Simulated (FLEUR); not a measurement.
Computed results, one entry a study.

## MnB: which magnetic order is lowest

It takes space group Pnma (No. 62, orthorhombic). The conventional cell has a = 5.563 Å, b = 2.977 Å, c = 4.147 Å, α = 90.00°, β = 90.00°, γ = 90.00°. Nearest to Mn lie 7 B at 2.19 to 2.25 Å. Nearest to B lie 2 B at 1.80 Å and 7 Mn at 2.19 to 2.25 Å. Farther neighbours are not listed.

* method: PBEsol; all-electron FLAPW, Dirac cores, scalar-relativistic bands
* program: FLEUR MaX-R8.1
* settings of one run: kmax 3.61 1/bohr, gmax 10.8 1/bohr, muffin tin radii Mn: 2.37, B: 1.66 bohr, lmax Mn: [8, 6], B: [6, 4], hist occupations, smearing width 0.08 eV, mixer Anderson, mixing 0.05, max iterations 90, stop 2.00e-5 me/bohr³, collinear spin, 6×10×8 k-mesh, mesh matched on, starting moments 3.5 3.5 3.5 3.5 0 0 0 0 μB
* cost: 3 runs, 12 min in all on 4 MPI ranks of Arm Neoverse N1, shared host (the runs of this entry)
* notes: The run is spin-polarised, with a total moment of 7.48 μB a cell. Only 3 starts were tried; other patterns of signs, canted and longer-period orders were not.
* lowest state found: ferromagnetic (initial ferro ++++)
* largest site spin moment: 1.96 μB
* next finished state: antiferromagnetic, 162 meV a seeded atom higher
* energy gained by spin polarisation: 207 meV a seeded atom

The lowest state found is ferromagnetic, reached from the start ferro ++++, with moments up to 1.96 μB. The next finished state costs 162 meV a seeded atom.

[Hosts, paths, dates, database ids (printed as entryN), source tags and the programs' standing remarks are cut or masked in the printed files.]

[Where a cell is said to come from a database of computed structures, the database is the Materials Project.]
